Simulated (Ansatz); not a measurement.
**How fast states decay through Na2H2SeO**

A new crystal, Na2H2SeO: structure, gap and complex bands. It is built by putting Se for part of the O in the NaHO structure of space group Cmcm, with the volume rescaled by atomic radii. The parent structure comes from the Materials Project.

Program: Ansatz 0.2.0. Level of theory: PBEsol DFT, plane waves, PAW files, in the first sound run; inputs show where later runs differ. Results are calculated unless marked as measured.

The structure was built from a prototype and need not be the compound's stable phase.

## Step 1: Starting point

The structure is orthorhombic, space group Amm2 (No. 38). Conventional cell: a = 3.529 Å, b = 3.546 Å, c = 11.476 Å, α = 90.00°, β = 90.00°, γ = 90.00°. Nearest to Na lie 1 O at 2.40 Å and 4 Se at 2.53 Å. Nearest to Na lie 1 Se at 2.40 Å and 4 O at 2.53 Å. H has 1 O at 1.02 Å nearest. H has 1 Se at 1.02 Å nearest. Nearest to Se lie 1 H at 1.02 Å and 5 Na at 2.40 to 2.53 Å. O has 1 H at 1.02 Å and 5 Na at 2.40 to 2.53 Å nearest. It derives from NaHO. Se for part of the O in the NaHO structure of space group Cmcm. Farther neighbours and most contacts between anions are not listed.

## Step 2: Cell and atoms at rest

The substituted atoms don't fit the parent's cell, so cell and atoms relax together. A small smearing keeps the run stable in case the gap closes on the way.

input.yaml reads:

```yaml
crystal:
  lattice:
    - [1.7728482099, -5.7378673144, 0.0]
    - [1.7728482099, 5.7378673144, 0.0]
    - [0.0, 0.0, 3.5294417025]
  atoms:
    - { symbol: Na, position: [0.339311, 0.660689, 0.75] }
    - { symbol: Na, position: [0.660689, 0.339311, 0.25] }
    - { symbol: H, position: [0.04195634, 0.95804366, 0.75] }
    - { symbol: H, position: [0.95804366, 0.04195634, 0.25] }
    - { symbol: Se, position: [0.86952565, 0.13047435, 0.25] }
    - { symbol: O, position: [0.13047435, 0.86952565, 0.75] }
kpoints:
  mp_grid: { grid: [6, 6, 6] }
scf:
  occupations: { method: gaussian, width: 0.03 }
hamiltonian:
  xc: pbesol
output:
  forces: true
  stress: true
relax:
  f_tol: 0.02
  max_steps: 60
  cell: {}
```

Command:

```sh
$ ansatz run input.yaml --threads 2 --pin off --max-ram 4096MiB --backend cpu --events-out ev --progress --plain --runs-dir out
```

Numbers of over 12 decimals in the logs are rounded to 6 here.

The program printed:

```text
Engine: ansatz 0.2.0, aarch64-unknown-linux-gnu
Pseudopotentials: kind: paw
Pseudopotential: Na, paw, valence charge 9, recommended cutoff 420 eV (normal), Na.paw.azcp
Pseudopotential: H, paw, valence charge 1, recommended cutoff 420 eV (normal), H.paw.azcp
Pseudopotential: Se, paw, valence charge 16, recommended cutoff 420 eV (normal), Se.paw.azcp
Pseudopotential: O, paw, valence charge 6, recommended cutoff 420 eV (normal), O.paw.azcp
Functional definition: PBEsol
  exchange = pbesol_x
  correlation = pbesol_c
Crystal: 6 atoms, lattice volume = 71.806 Å³
Basis set: ecut = 420 eV, 1413 PW (Γ), exchange–correlation on 90×90×48 points (8 copies of the dense FFT grid, shifted against one another)
Bands: 27, of which v1, the nominal top of the filled ones, is band 21 counted from 1 (20 counted from 0)
Symmetry: 4 space group operations
Space group: Amm2 (ITA 38), of the structure as read, at distance tolerance 4.2e-5 Å
k-points: 52 of 216 (time reversal used)
Non-local potential: Na, projectors of the file, l = 0: 3, l = 1: 2, l = 2: 1
Non-local potential: H, projectors of the file, l = 0: 2, l = 1: 1
Non-local potential: Se, projectors of the file, l = 0: 2, l = 1: 2, l = 2: 3, l = 3: 1
Non-local potential: O, projectors of the file, l = 0: 2, l = 1: 2, l = 2: 1
PAW form: soft (Blöchl's): semilocal exchange-correlation on the pseudo side does not see the compensation charge
PAW frozen core: Na, regenerated for the run's functional, and the local potential with it (the file was generated under x = pbe(κ = 0.804, μ = 0.219515), c = pbe(β = 0.066725))
PAW frozen core: Se, regenerated for the run's functional, and the local potential with it (the file was generated under x = pbe(κ = 0.804, μ = 0.219515), c = pbe(β = 0.066725))
PAW frozen core: O, regenerated for the run's functional, and the local potential with it (the file was generated under x = pbe(κ = 0.804, μ = 0.219515), c = pbe(β = 0.066725))
PAW one-centre angular grid: Na, 110 points (default); XC on 64 Gauss nodes
PAW one-centre angular grid: H, 110 points (default); XC on 64 Gauss nodes
PAW one-centre angular grid: Se, 590 points (default); XC on 64 Gauss nodes
PAW one-centre angular grid: O, 110 points (default); XC on 64 Gauss nodes
Initial density: superposition of atomic densities (neutral atoms: chi_scale 0, normalization atom), corrected by the library's trained network
Initial wavefunctions: pseudopotential atomic-orbital guess
Functional: x = pbesol(κ = 0.804, μ = 0.123457), c = pbesol(β = 0.046)
SCF iter   1: F=—  HF=-8964.605452 eV  |F-HF|=—  |Δ(HF+E_count)|=         —  Δρ=9.21e-3  dr2=4.36e-2  ethr=1.77e-3  ⟨swp⟩=6.1  Hψ=6445  notcnv=0  defer=2
preconditioner: auto → Resta (q_TF=auto, 2.495 Å⁻¹)  ε∞=2.3  [insulator: Δε(μ)=2.904 eV  Ē_g=20.378 eV  σ=0.030 eV  W_gap=1.00  n_scr=18 (ndim 8)  ℏωp=23.2 eV  f_vac=0.093  D(μ)=0.00/eV (n_scr^D=0)  ε∞_Penn≈2.3]
SCF iter   2: F=—  HF=-8964.597736 eV  |F-HF|=—  |Δ(HF+E_count)|=   7.72e-3  Δρ=3.97e-3  dr2=6.81e-3  ethr=1.04e-4  ⟨swp⟩=2.0  Hψ=2466  notcnv=0  defer=82
SCF iter   3: F=—  HF=-8964.597740 eV  |F-HF|=—  |Δ(HF+E_count)|=   3.26e-6  Δρ=1.74e-3  dr2=1.62e-3  ethr=1.62e-5  ⟨swp⟩=2.0  Hψ=1966  notcnv=0  defer=82
SCF iter   4: F=—  HF=-8964.598007 eV  |F-HF|=—  |Δ(HF+E_count)|=   2.68e-4  Δρ=2.99e-4  dr2=5.09e-5  ethr=3.87e-6  ⟨swp⟩=2.0  Hψ=1873  notcnv=0  defer=82
SCF iter   5: F=—  HF=-8964.597935 eV  |F-HF|=—  |Δ(HF+E_count)|=   7.23e-5  Δρ=9.84e-5  dr2=5.64e-6  ethr=1.21e-7  ⟨swp⟩=2.2  Hψ=1739  notcnv=0  defer=82
SCF iter   6: F=—  HF=-8964.597938 eV  |F-HF|=—  |Δ(HF+E_count)|=   2.75e-6  Δρ=1.56e-5  dr2=2.22e-7  ethr=1.34e-8  ⟨swp⟩=2.0  Hψ=2276  notcnv=0  defer=82
SCF iter   7: F=-8964.597938 eV  HF=-8964.597938 eV  |F-HF|=2.66e-8  |Δ(HF+E_count)|=   1.54e-8  Δρ=7.66e-6  dr2=3.40e-8  ethr=2.38e-10  ⟨swp⟩=4.8  Hψ=4850  notcnv=0
SCF 1 converged in 7 iterations: F = -8964.597938 eV  dr2 = 3.40e-8
  greatest PAW one-centre occupation: 1.000 electrons in one spin orbital (limit 2), on the Se atom at site 4 (counted from 0), in its partial waves of l = 2
relax step   1: F+E_penalty+E_count = -8964.59793790 eV  Δ(F+E_penalty+E_count) = +0.000e0 eV  max|allowed force component| = 3.102e1 eV/Å  Δτ_max = 0.0000 Å  P = +35.788 GPa  Ω = 71.806 Å³  (7 SCF iters, dr2 threshold 1.00e-7 eV, accepted)
Crystal: 6 atoms, lattice volume = 80.537 Å³
Basis set: ecut = 420 eV, 1561 PW (Γ), exchange–correlation on 90×90×48 points (8 copies of the dense FFT grid, shifted against one another)
Initial density: handed on by an earlier stage of this run
Initial wavefunctions: those handed on with the density
iter 1 solved again at ethr=1.26e-3 eV; its pass at ethr=3.10e-3 eV (dr2=5.31e-1 eV) is discarded
SCF iter   1: F=—  HF=-8969.737765 eV  |F-HF|=—  |Δ(HF+E_count)|=         —  Δρ=3.20e-2  dr2=5.34e-1  ethr=1.26e-3  ⟨swp⟩=1.0  Hψ=7977  notcnv=0
preconditioner: auto → Resta (q_TF=auto, 2.448 Å⁻¹)  ε∞=2.2  [insulator: Δε(μ)=2.019 eV  Ē_g=19.839 eV  σ=0.030 eV  W_gap=1.00  n_scr=18 (ndim 8)  ℏωp=21.9 eV  f_vac=0.120  D(μ)=0.00/eV (n_scr^D=0)  ε∞_Penn≈2.2]
SCF iter   2: F=—  HF=-8969.605869 eV  |F-HF|=—  |Δ(HF+E_count)|=   1.32e-1  Δρ=1.53e-2  dr2=1.08e-1  ethr=1.26e-3  ⟨swp⟩=2.1  Hψ=2094  notcnv=0
SCF iter   3: F=—  HF=-8969.585334 eV  |F-HF|=—  |Δ(HF+E_count)|=   2.05e-2  Δρ=6.98e-3  dr2=3.15e-2  ethr=2.57e-4  ⟨swp⟩=3.8  Hψ=2981  notcnv=0  defer=83
SCF iter   4: F=—  HF=-8969.577373 eV  |F-HF|=—  |Δ(HF+E_count)|=   7.96e-3  Δρ=9.66e-4  dr2=7.38e-4  ethr=7.49e-5  ⟨swp⟩=2.0  Hψ=2021  notcnv=0  defer=83
SCF iter   5: F=—  HF=-8969.577374 eV  |F-HF|=—  |Δ(HF+E_count)|=   1.19e-6  Δρ=3.53e-4  dr2=1.03e-4  ethr=1.76e-6  ⟨swp⟩=2.2  Hψ=2400  notcnv=0  defer=83
SCF iter   6: F=—  HF=-8969.577409 eV  |F-HF|=—  |Δ(HF+E_count)|=   3.52e-5  Δρ=7.23e-5  dr2=5.36e-6  ethr=2.44e-7  ⟨swp⟩=2.0  Hψ=2337  notcnv=0  defer=83
SCF iter   7: F=-8969.577414 eV  HF=-8969.577414 eV  |F-HF|=1.88e-7  |Δ(HF+E_count)|=   4.46e-6  Δρ=2.47e-5  dr2=5.76e-7  ethr=1.43e-9  ⟨swp⟩=5.0  Hψ=5919  notcnv=0
SCF 2 converged in 7 iterations: F = -8969.577414 eV  dr2 = 5.76e-7
relax step   2: F+E_penalty+E_count = -8969.57741398 eV  Δ(F+E_penalty+E_count) = -4.979e0 eV  max|allowed force component| = 7.453e0 eV/Å  Δτ_max = 0.1668 Å  P = +11.611 GPa  Ω = 80.537 Å³  energy of the carried Pulay correction = -1.622e-2 eV  (7 SCF iters, dr2 threshold 6.00e-7 eV, accepted)
Crystal: 6 atoms, lattice volume = 88.788 Å³
Basis set: ecut = 420 eV, 1719 PW (Γ), exchange–correlation on 90×90×48 points (8 copies of the dense FFT grid, shifted against one another)
[...]
SCF iter   8: F=-8970.311804 eV  HF=-8970.311804 eV  |F-HF|=1.03e-7  |Δ(HF+E_count)|=   1.83e-6  Δρ=6.93e-6  dr2=7.03e-8  ethr=1.43e-9  ⟨swp⟩=5.0  Hψ=4997  notcnv=0
SCF 3 converged in 8 iterations: F = -8970.311804 eV  dr2 = 7.03e-8
relax step   3: F+E_penalty+E_count = -8970.31180404 eV  Δ(F+E_penalty+E_count) = -7.344e-1 eV  max|allowed force component| = 3.258e0 eV/Å  Δτ_max = 0.1266 Å  P = +4.151 GPa  Ω = 88.788 Å³  energy of the carried Pulay correction = -2.995e-2 eV  (8 SCF iters, dr2 threshold 6.00e-7 eV, accepted)
[... from here on, the SCF cycles and remarks between the steps are left out ...]
relax step   4: F+E_penalty+E_count = -8970.56605596 eV  Δ(F+E_penalty+E_count) = -2.543e-1 eV  max|allowed force component| = 1.014e0 eV/Å  Δτ_max = 0.1920 Å  P = +1.339 GPa  Ω = 89.324 Å³  energy of the carried Pulay correction = -3.079e-2 eV  (8 SCF iters, dr2 threshold 6.00e-7 eV, accepted)
relax step   5: F+E_penalty+E_count = -8970.58867958 eV  Δ(F+E_penalty+E_count) = -2.262e-2 eV  max|allowed force component| = 2.754e-1 eV/Å  Δτ_max = 0.1537 Å  P = -0.023 GPa  Ω = 91.124 Å³  energy of the carried Pulay correction = -3.358e-2 eV  (7 SCF iters, dr2 threshold 6.00e-7 eV, accepted)
relax step   6: F+E_penalty+E_count = -8970.61221123 eV  Δ(F+E_penalty+E_count) = -2.353e-2 eV  max|allowed force component| = 1.176e-1 eV/Å  Δτ_max = 0.0879 Å  P = +0.215 GPa  Ω = 89.188 Å³  energy of the carried Pulay correction = -3.058e-2 eV  (8 SCF iters, dr2 threshold 6.00e-7 eV, accepted)
relax step   7: F+E_penalty+E_count = -8970.61234928 eV  Δ(F+E_penalty+E_count) = -1.381e-4 eV  max|allowed force component| = 4.083e-2 eV/Å  Δτ_max = 0.0106 Å  P = +0.069 GPa  Ω = 89.510 Å³  energy of the carried Pulay correction = -3.108e-2 eV  (5 SCF iters, dr2 threshold 6.00e-7 eV, accepted)
relax step   8: F+E_penalty+E_count = -8970.61246147 eV  Δ(F+E_penalty+E_count) = -1.122e-4 eV  max|allowed force component| = 9.882e-3 eV/Å  Δτ_max = 0.0018 Å  P = +0.021 GPa  Ω = 89.515 Å³  energy of the carried Pulay correction = -3.109e-2 eV  (4 SCF iters, dr2 threshold 1.54e-7 eV, accepted)
relax step   9: F+E_penalty+E_count = -8970.69017388 eV  Δ(F+E_penalty+E_count) = -7.771e-2 eV  max|allowed force component| = 2.302e-2 eV/Å  Δτ_max = 0.0000 Å  P = +1.024 GPa  Ω = 89.515 Å³  stress off target by 1.25e0 GPa  SCF on the basis re-selected at this cell (its energy is not comparable with the rows above)  (9 SCF iters)
relax step  10: F+E_penalty+E_count = -8970.69716945 eV  Δ(F+E_penalty+E_count) = -6.996e-3 eV  max|allowed force component| = 1.558e-2 eV/Å  Δτ_max = 0.0136 Å  P = +0.279 GPa  Ω = 91.968 Å³  energy of the carried Pulay correction = -3.529e-3 eV  (6 SCF iters, dr2 threshold 6.00e-7 eV, accepted)
relax step  11: F+E_penalty+E_count = -8970.69681547 eV  Δ(F+E_penalty+E_count) = +3.540e-4 eV  max|allowed force component| = 4.896e-3 eV/Å  Δτ_max = 0.0061 Å  P = +0.019 GPa  Ω = 92.970 Å³  energy of the carried Pulay correction = -5.167e-3 eV  (5 SCF iters, dr2 threshold 5.07e-7 eV, accepted)
relax step  12: F+E_penalty+E_count = -8970.69670847 eV  Δ(F+E_penalty+E_count) = +1.070e-4 eV  max|allowed force component| = 1.533e-2 eV/Å  Δτ_max = 0.0011 Å  P = +0.008 GPa  Ω = 93.037 Å³  energy of the carried Pulay correction = -5.289e-3 eV  (5 SCF iters, dr2 threshold 7.77e-9 eV, accepted)
iter 1 solved again at ethr=2.96e-7 eV; its pass at ethr=3.10e-3 eV (dr2=1.24e-4 eV) is discarded
SCF iter   1: F=—  HF=-8970.696584 eV  |F-HF|=—  |Δ(HF+E_count)|=         —  Δρ=6.35e-4  dr2=2.60e-5  ethr=2.96e-7  ⟨swp⟩=3.5  Hψ=9231  notcnv=0
preconditioner: auto → Resta (q_TF=auto, 2.390 Å⁻¹)  ε∞=3.0  [insulator: Δε(μ)=1.504 eV  Ē_g=10.230 eV  σ=0.030 eV  W_gap=1.00  n_scr=26 (ndim 8)  ℏωp=14.4 eV  f_vac=0.116  D(μ)=0.00/eV (n_scr^D=0)  ε∞_Penn≈3.0]
SCF iter   2: F=—  HF=-8970.700930 eV  |F-HF|=—  |Δ(HF+E_count)|=   4.35e-3  Δρ=3.25e-4  dr2=1.10e-5  ethr=6.19e-8  ⟨swp⟩=2.5  Hψ=2406  notcnv=0
SCF iter   3: F=—  HF=-8970.701803 eV  |F-HF|=—  |Δ(HF+E_count)|=   8.73e-4  Δρ=1.91e-4  dr2=1.54e-6  ethr=2.62e-8  ⟨swp⟩=2.0  Hψ=1796  notcnv=0
SCF iter   4: F=—  HF=-8970.702268 eV  |F-HF|=—  |Δ(HF+E_count)|=   4.65e-4  Δρ=2.53e-5  dr2=1.07e-7  ethr=3.66e-9  ⟨swp⟩=2.4  Hψ=2155  notcnv=0
SCF iter   5: F=—  HF=-8970.702276 eV  |F-HF|=—  |Δ(HF+E_count)|=   7.13e-6  Δρ=4.72e-6  dr2=2.91e-8  ethr=2.54e-10  ⟨swp⟩=2.0  Hψ=2392  notcnv=0
SCF iter   6: F=—  HF=-8970.702276 eV  |F-HF|=—  |Δ(HF+E_count)|=   1.45e-7  Δρ=2.28e-6  dr2=9.47e-9  ethr=6.93e-11  ⟨swp⟩=2.0  Hψ=2392  notcnv=0
SCF iter   7: F=—  HF=-8970.702276 eV  |F-HF|=—  |Δ(HF+E_count)|=   1.33e-8  Δρ=7.85e-7  dr2=1.00e-9  ethr=2.25e-11  ⟨swp⟩=2.0  Hψ=1725  notcnv=0
SCF iter   8: F=-8970.702276 eV  HF=-8970.702276 eV  |F-HF|=1.82e-11  |Δ(HF+E_count)|=  8.80e-10  Δρ=1.86e-7  dr2=5.36e-11  ethr=1.00e-12  ⟨swp⟩=3.1  Hψ=5401  notcnv=0
SCF 13 converged in 8 iterations: F = -8970.702276 eV  dr2 = 5.36e-11
relax step  13: F+E_penalty+E_count = -8970.70227577 eV  Δ(F+E_penalty+E_count) = -5.567e-3 eV  max|allowed force component| = 1.348e-2 eV/Å  Δτ_max = 0.0000 Å  P = +0.023 GPa  Ω = 93.037 Å³  stress off target by 2.88e-2 GPa  SCF on the basis re-selected at this cell (its energy is not comparable with the rows above)  (8 SCF iters)
basis re-selected at this cell: Δ(F+E_penalty+E_count) = -5.567e-3 eV, ΔP = +0.015 GPa vs the last step (what re-selecting the basis moved, of the pressure what is left beyond the Pulay correction that the steps carried, after the strain that the cell walked since its last selection, with what the two solves' SCF thresholds leave and, on support functions, any second-order correction that the steps lacked; it is no m [...]
SCF converged after 8 iterations
Free energy (F): -8970.702276 eV
Harris-Foulkes:  -8970.702276 eV  (|F-HF|=1.82e-11)
Internal energy: -8970.702276 eV  (E = F + TS)
E sigma→0 (E₀):  -8970.702276 eV
Fermi energy:    3.969619 eV
--- Per-component energies (eV) ---
  E_band       = -899.220375
  E_kinetic    = 562.887494
  E_local      = -5771.872265  (includes V_loc(G=0)·N_el)
  E_nonlocal   = -310.003292
  E_hartree    = 2415.064850
  E_xc         = -271.186831
  E_vxc        = -314.515756  (∫ρ·V_xc dr)
  E_paw        = -2527.407918  (= ΣΔE_a)
  E_vpaw       = 104.154223  (= ΣTr[D̂ρ^β])
  E_aug_tail   = -0.000746  (compensation charges beyond the density's cutoff)
  E_ewald      = -3069.336695
  E_core_change = 1.153126  (= ΣΔE_core)
  E_smearing   = -0.000000  (= −TS)
  E_closure    = 0.000000  (closes the sum)
  Σ components = -8970.702276   (vs F -8970.702276, Δ=0.00e0)
--- Forces (eV/Å), atoms counted from 1 ---
  atom   1  Na    -0.00000000    -0.00324510     0.00000000
  atom   2  Na     0.00000000     0.00016490    -0.00000000
  atom   3  H     -0.00000000     0.01347947     0.00000000
  atom   4  H      0.00000000     0.00231930    -0.00000000
  atom   5  Se    -0.00000000    -0.00164612     0.00000000
  atom   6  O      0.00000000    -0.01107978    -0.00000000
  max |Σ_I F_I| component: 7.32e-6 eV/Å
--- Stress (GPa, compression-positive) ---
        0.028787       0.000000      -0.000000
        0.000000       0.016091      -0.000000
       -0.000000      -0.000000       0.024537
  P = ⅓ Tr σ = 0.0231 GPa (0.231 kbar)
--- Relaxed structure (11 steps of the walk, 11 accepted, 2 SCFs on fresh bases) ---
  F+E_penalty+E_count = -8970.70227577 eV   max|allowed force component| = 1.348e-2 eV/Å   (the final SCF, on the basis selected at the relaxed cell)
  cell:  # Å, volume = 93.0372 Å³
    - [1.972757, -6.040568, 0]
    - [1.972757, 6.040568, 0]
    - [0, 0, 3.903692]
  atoms:
    - { symbol: Na, position: [0.314720, 0.685280, 0.75] }
    - { symbol: Na, position: [0.624680, 0.375320, 0.25] }
    - { symbol: H, position: [0.051584, 0.948416, 0.75] }
    - { symbol: H, position: [0.999500, 0.00049985, 0.25] }
    - { symbol: Se, position: [0.877201, 0.122799, 0.25] }
    - { symbol: O, position: [0.132314, 0.867686, 0.75] }
```

Elapsed: 82 s, on 2 threads of Arm Neoverse V1, shared host; peak memory 0.45 GiB; 2.7 min of CPU time.

Step by step:

| step | energy less that of the first step (eV) | largest force component (eV/Å) | pressure (GPa) | volume (Å³) |
| --- | --- | --- | --- | --- |
| 1 | 0.0000 | 31.0187 | 35.79 | 71.81 |
| 2 | -4.9795 | 7.4530 | 11.61 | 80.54 |
| 3 | -5.7139 | 3.2584 | 4.15 | 88.79 |
| 4 | -5.9681 | 1.0142 | 1.34 | 89.32 |
| 5 | -5.9907 | 0.2754 | -0.02 | 91.12 |
| 6 | -6.0143 | 0.1176 | 0.21 | 89.19 |
| 7 | -6.0144 | 0.0408 | 0.07 | 89.51 |
| 8 | -6.0145 | 0.0099 | 0.02 | 89.52 |
| 9* | -6.0922 | 0.0230 | 1.02 | 89.52 |
| 10 | -6.0992 | 0.0156 | 0.28 | 91.97 |
| 11 | -6.0989 | 0.0049 | 0.02 | 92.97 |
| 12 | -6.0988 | 0.0153 | 0.01 | 93.04 |
| 13* | -6.1043 | 0.0135 | 0.02 | 93.04 |

Relaxation steps marked * repeat the geometry before them on a plane-wave basis chosen anew for their cell, so energy and pressure can jump there.

Forces are held to the 4 operations that the run works with; a distortion that breaks them can't arise in this run.

| conventional cell, symmetrised | before | after | change |
| --- | --- | --- | --- |
| a (Å) | 3.529 | 3.904 | +10.6 % |
| b (Å) | 3.546 | 3.946 | +11.3 % |
| c (Å) | 11.476 | 12.081 | +5.3 % |
| volume (Å³/atom) | 11.97 | 15.51 | +29.6 % |

The atoms that moved most (Å, as changes of fractional coordinates times the final cell):

| atom | dx | dy | dz | length |
| --- | --- | --- | --- | --- |
| H4 | 0.000 | -0.501 | 0.000 | 0.501 |
| Na2 | 0.000 | 0.435 | 0.000 | 0.435 |
| Na1 | 0.000 | 0.297 | 0.000 | 0.297 |
| H3 | 0.000 | -0.116 | 0.000 | 0.116 |
| Se5 | 0.000 | -0.093 | 0.000 | 0.093 |
| O6 | 0.000 | -0.022 | 0.000 | 0.022 |

Final coordinates:

```xyz
6
Lattice="1.9728 -6.0406 0.0000 1.9728 6.0406 0.0000 0.0000 0.0000 3.9037" Properties=species:S:1:pos:R:3 pbc="T T T"
Na    1.9728    2.2384    2.9278
Na    1.9728   -1.5063    0.9759
H     1.9728    5.4174    2.9278
H     1.9728   -6.0345    0.9759
Se    1.9728   -4.5570    0.9759
O     1.9728    4.4421    2.9278
```

Numbers from this step:

- free energy: -8970.7023 eV
- Fermi energy: 3.970 eV
- pressure: 0.02314 GPa

The largest force component on a free atom ends at 0.013 eV/Å.

(Part 1 of 3 ends here.)

[Logs are printed without paths, hosts, clocks, repeated set-up lines and the standing remarks that a program may print on its own settings, such as how far it seeks lower states.]

[Hosts, paths, dates, database ids (printed as entryN), source tags and the programs' standing remarks are cut or masked in the printed files.]

[New means built here by substitution; the compound itself may be known and measured.]
